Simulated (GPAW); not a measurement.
# Optical response of CsBa3, part 2 of 2

Aim: the dielectric function of CsBa3, and the optical constants that follow from it.

GPAW 26.7.0; DFT, RPBE, plane-wave PAW (GPAW data sets), scalar-relativistic, RPA, optical limit.

So far. Step 2 (Ground state): There are states at the Fermi level within the smearing, so the occupations stay smeared and the carriers get a Drude term.

**4. Dielectric function, RPA**

Local fields let the induced charge screen the field inside the cell, which as a rule lowers ε, most along directions where the density is uneven.

This step: DFT, RPBE, plane-wave PAW (GPAW data sets), scalar-relativistic, RPA, optical limit (GPAW 26.7.0).

Input file df.py:

```python
from gpaw.response.df import DielectricFunction

df = DielectricFunction('full.gpw', frequencies={'type': 'nonlinear', 'domega0': 0.03, 'omega2': 8},
                        ecut=50,
                        eta=0.05,
                        nbands=40,
                        rate=0.1,
                        txt='df.txt')
for direction in ['x', 'z']:
    df.get_dielectric_function(xc='RPA', direction=direction, filename=f'df_{direction}.csv')
```

Started as:

```sh
$ OMP_NUM_THREADS=1 python df.py
```

What it wrote:

```text
Using integrator: PointIntegrator
NonLinearFrequencyDescriptor(from 0.000 to 35.033 eV, 416 points)
Nonperiodic BCs:  [False False False]
Using integrator: PointIntegrator
NonLinearFrequencyDescriptor(from 0.000 to 35.033 eV, 416 points)
Nonperiodic BCs:  [False False False]
Using integrator: PointIntegrator

Calculating chi0 body with:
    Ground state adapter containing:
    Number of spins: 1
    Number of kpoints: 512
    Number of irreducible kpoints: 59
    Number of completely occupied states: 17
    Number of partially occupied states: 23

    Linear response parametrization:
    q_c: [0.0, 0.0, 0.0]
    Number of frequency points: 416
    Planewave cutoff: 50.0
    Number of bands: 40
    Number of planewaves: 235
    Broadening (eta): 0.05

Integrating chi0 body.

Symmetries of q_c:
    Direct symmetries (Uq -> q): 16
    Indirect symmetries (TUq -> q): 0
In total 16 allowed symmetries.

59 groups of equivalent kpoints. 88.4765625% reduction.

Integral kind: spectral function

Calculating chi0 optical extensions with:
    Ground state adapter containing:
    Number of spins: 1
    Number of kpoints: 512
    Number of irreducible kpoints: 59
    Number of completely occupied states: 17
    Number of partially occupied states: 23

    Linear response parametrization:
    Number of frequency points: 416
    Planewave cutoff: 50.0
    Number of bands: 40
    Number of planewaves: 235
    Broadening (eta): 0.05
Integrating chi0 head and wings.

Symmetries of q_c:
    Direct symmetries (Uq -> q): 16
    Indirect symmetries (TUq -> q): 0
In total 16 allowed symmetries.

59 groups of equivalent kpoints. 88.4765625% reduction.

Integral kind: spectral function wings

Calculating drude chi0 with:
    Number of frequency points:416
    Plasma frequency decay rate: 0.1 eV

    Ground state adapter containing:
    Number of spins: 1
    Number of kpoints: 512
    Number of irreducible kpoints: 59
    Number of completely occupied states: 17
    Number of partially occupied states: 23

Symmetries of q_c:
    Direct symmetries (Uq -> q): 16
    Indirect symmetries (TUq -> q): 0
In total 16 allowed symmetries.

59 groups of equivalent kpoints. 88.4765625% reduction.

Integral kind: intraband
Plasma frequency:
[[2.2 -0.j 0.  -0.j 0.  -0.j]
 [0.  -0.j 2.2 -0.j 0.  +0.j]
 [0.  -0.j 0.  +0.j 2.12+0.j]]
```

Wall time 2.5 min (1 thread of Arm Neoverse V1, shared host); peak memory 1.4 GiB.

The Im ε has structure finer than the step of the table below, so its rows give means over 0.2 eV, whole bins alone (the curve runs from 0.305 to 4.89 eV). Peaks (eV: height): E ∥ z 1.04: 24.3.

Sum at mesh points, not converged in k. Im ε against photon energy; means over each step:

```
photon energy (eV)  E ∥ x  E ∥ z
               0.6   28.7   32.5
               0.8   23.1   20.4
               1.0   21.8   22.5
               1.2   20.4   19.5
               1.4   16.6   15.6
               1.6   12.7   12.4
               1.8   9.52   9.79
               2.0   7.88   7.16
               2.2   6.14   4.25
               2.4   4.63   3.69
               2.6   3.20   2.65
               2.8   1.89   1.82
               3.0   1.88   1.35
               3.2   1.42   1.14
               3.4   1.26   1.75
               3.6   1.21   1.62
               3.8   1.22   1.43
               4.0   1.29   1.48
               4.2   1.35   1.77
               4.4   1.00   1.31
               4.6   1.14   1.20
```

Values under 1 per cm are given as 1; sum at mesh points, not converged in k. Table of absorption coefficient by photon energy:

```
photon energy (eV)  E ∥ x (1/cm)  E ∥ z (1/cm)
             0.398         2.3e5         2.3e5
             0.492         2.4e5         2.5e5
             0.587         2.3e5         2.7e5
             0.716         2.9e5         3.1e5
             0.813         2.8e5         2.7e5
             0.911         3.0e5         2.7e5
             1.010         3.5e5         3.5e5
             1.110         3.9e5         4.1e5
             1.212         4.2e5         4.5e5
             1.314         4.7e5         4.5e5
             1.417         5.2e5         5.0e5
             1.486         5.0e5         5.1e5
             1.591         5.3e5         5.2e5
             1.697         5.5e5         5.5e5
             1.804         5.7e5         5.8e5
             1.912         5.5e5         5.9e5
             1.985         5.9e5         5.9e5
             2.095         5.8e5         6.2e5
             2.206         6.0e5         6.0e5
             2.318         6.2e5         5.4e5
             2.394         6.2e5         5.4e5
             2.508         6.3e5         5.9e5
             2.585         6.2e5         5.8e5
             2.701         6.1e5         5.5e5
             2.819         5.5e5         5.3e5
             2.898         5.4e5         5.2e5
             3.018         5.5e5         5.0e5
             3.098         5.5e5         4.6e5
             3.220         5.3e5         4.1e5
             3.302         5.0e5         3.8e5
             3.385         4.9e5         4.3e5
             3.510         4.8e5         4.6e5
             3.594         4.5e5         4.5e5
             3.721         4.6e5         4.5e5
             3.807         4.4e5         4.3e5
             3.893         4.4e5         4.3e5
             3.980         4.5e5         4.2e5
             4.112         4.5e5         4.4e5
             4.200         5.0e5         5.1e5
             4.290         4.9e5         5.3e5
             4.380         4.5e5         4.9e5
             4.516         4.3e5         4.8e5
             4.607         4.5e5         4.8e5
             4.700         4.9e5         4.9e5
             4.793         4.6e5         4.4e5
```

Sum at mesh points, not converged in k. Table of Im ε, E ∥ x by photon energy; read off at these points:

```
photon energy (eV)  without local fields  with local fields
              0.40                  50.6               49.7
              0.50                  34.8               34.1
              0.60                  28.0               27.3
              0.70                  28.0               27.9
              0.80                  21.8               21.9
              0.90                  22.5               22.3
              0.94                  23.6               23.4
              1.00                  21.6               21.4
              1.10                  22.4               22.1
              1.20                  19.7               19.7
              1.30                  19.3               19.3
              1.40                  16.8               16.6
              1.50                  14.0               13.5
              1.60                  13.4               13.1
              1.70                  12.0               10.9
              1.80                  10.6               9.57
              1.90                  9.15               8.36
              2.00                  9.27               8.49
              2.10                  6.49               6.03
              2.20                  7.01               6.45
              2.30                  5.78               5.56
              2.40                  4.55               4.45
              2.50                  3.90               4.00
              2.60                  3.12               3.23
              2.70                  2.20               2.30
              2.80                  1.80               1.76
              2.90                  2.01               1.94
              3.00                  1.84               1.93
              3.10                  1.53               1.63
              3.20                  1.34               1.45
              3.30                  1.16               1.23
              3.40                  1.20               1.29
              3.50                  1.11               1.21
              3.60                  1.14               1.19
              3.70                  1.21               1.25
              3.80                  1.19               1.20
              3.90                  1.29               1.29
              4.00                  1.26               1.27
              4.10                  1.32               1.31
              4.20                  1.47               1.48
              4.30                  1.09               1.10
              4.40                 0.969              0.968
              4.50                  1.02               1.00
              4.60                  1.22               1.21
              4.70                  1.13               1.12
              4.80                 0.981              0.943
```

The loss function −Im 1/ε at q → 0 has structure finer than the step of the table below, so its rows give means over 0.2 eV, whole bins alone (the curve runs from 0.305 to 4.89 eV). Peaks (eV: height): E ∥ x 4.11: 0.565, 4.56: 0.779; E ∥ z 3.30: 0.504, 4.02: 0.605.

Sum at mesh points, not converged in k. Loss function −Im 1/ε at q → 0 against energy loss; means over each step:

```
energy loss (eV)   E ∥ x   E ∥ z
             0.6  0.0341  0.0296
             0.8  0.0432  0.0475
             1.0  0.0459  0.0442
             1.2  0.0475  0.0471
             1.4  0.0511  0.0546
             1.6  0.0604  0.0614
             1.8  0.0690  0.0641
             2.0  0.0752  0.0685
             2.2  0.0864  0.0711
             2.4  0.0861   0.107
             2.6  0.0861   0.101
             2.8   0.107   0.128
             3.0   0.151   0.163
             3.2   0.176   0.340
             3.4   0.259   0.422
             3.6   0.360   0.413
             3.8   0.460   0.505
             4.0   0.525   0.575
             4.2   0.500   0.465
             4.4   0.624   0.532
             4.6   0.696   0.601
```

Sum at mesh points, not converged in k. Reflectivity at normal incidence against photon energy; read off at these points:

```
photon energy (eV)  E ∥ x (%)  E ∥ z (%)
              0.40       71.0       70.9
              0.50       67.7       67.4
              0.60       60.3       64.8
              0.70       60.7       64.6
              0.80       56.9       57.6
              0.90       54.8       51.2
              1.00       56.8       55.5
              1.10       56.1       58.9
              1.20       57.4       61.1
              1.30       58.4       57.8
              1.40       62.0       59.5
              1.42       62.0       60.1
              1.50       59.4       60.1
              1.60       59.9       59.3
              1.70       61.0       60.4
              1.80       61.8       63.2
              1.90       59.0       63.5
              2.00       60.7       63.7
              2.06       64.5       66.0
              2.10       63.0       67.5
              2.20       59.5       71.1
              2.30       63.0       66.4
              2.40       64.8       59.3
              2.50       65.3       64.8
              2.60       67.7       67.7
              2.70       72.0       67.4
              2.74       72.8       67.2
              2.80       70.6       67.6
              2.90       62.9       63.6
              3.00       62.4       66.9
              3.10       63.7       63.3
              3.20       62.8       53.8
              3.30       61.5       36.7
              3.40       55.7       36.2
              3.50       54.7       40.0
              3.60       48.8       38.4
              3.70       46.5       40.2
              3.80       42.9       35.3
              3.90       38.7       33.1
              4.00       38.4       29.9
              4.10       34.8       26.5
              4.20       37.0       31.6
              4.30       43.7       39.4
              4.33       43.2       39.6
              4.40       39.7       36.4
              4.50       34.1       35.4
              4.60       29.0       34.6
              4.70       36.6       36.7
              4.75       37.5       38.3
              4.80       36.2       35.2
```

Optical constants at common wavelengths, from n + ik = √ε:

```
wavelength (nm)   n x    k x  R (%) x  1/α x   n z    k z  R (%) z  1/α z
           1064  2.93  3.536     58.1  24 nm  2.82  3.781     61.0  22 nm
            800  2.06  3.265     58.9  20 nm  1.97  3.243     59.2  20 nm
            532  0.99  2.641     63.9  16 nm  0.75  2.269     63.4  19 nm
            450  0.45  2.106     72.5  17 nm  0.49  1.960     67.6  18 nm
            405  0.49  1.770     63.4  18 nm  0.37  1.542     64.9  21 nm
            365  0.46  1.417     55.8  21 nm  0.73  1.257     36.0  23 nm
            308  0.57  1.102     37.9  22 nm  0.71  1.022     28.3  24 nm
```

A polished face would reflect 64 % of daylight and look light grey (CIE x = 0.308, y = 0.323 under D65).

**5. Results**

In words: At this level (RPBE, RPA) CsBa3 is a metal. The mesh is too coarse to trust the carriers' weight, the reflectivity or the colour to better than tens of per cent. A polished face would reflect 64 % of daylight and look light grey (CIE x = 0.308, y = 0.323 under D65). The carriers' damping of 0.1 eV is typed, not computed; it shapes the response at the lowest energies. Spin-orbit coupling is left out although heavy atoms are present. The curves end at 5 eV, about where the summed bands run out. GPAW's carrier term has the form −ωp²/(ω + i·rate)², which damps like twice the rate and fails at low energy, so the curves leave the lowest energies out. The sum runs over mesh points 0.17 Å⁻¹ apart with no interpolation, so peaks are partly noise of the mesh, and the Drude plasma energy, a sum over the Fermi surface, isn't converged.

[Machine, clock and banner lines and Python warnings are left out of the logs.]

[Logs are printed without paths, hosts, clocks, repeated set-up lines and the standing remarks that a program may print on its own settings, such as how far it seeks lower states.]

[Hosts, paths, dates, database ids (printed as entryN), source tags and the programs' standing remarks are cut or masked in the printed files.]
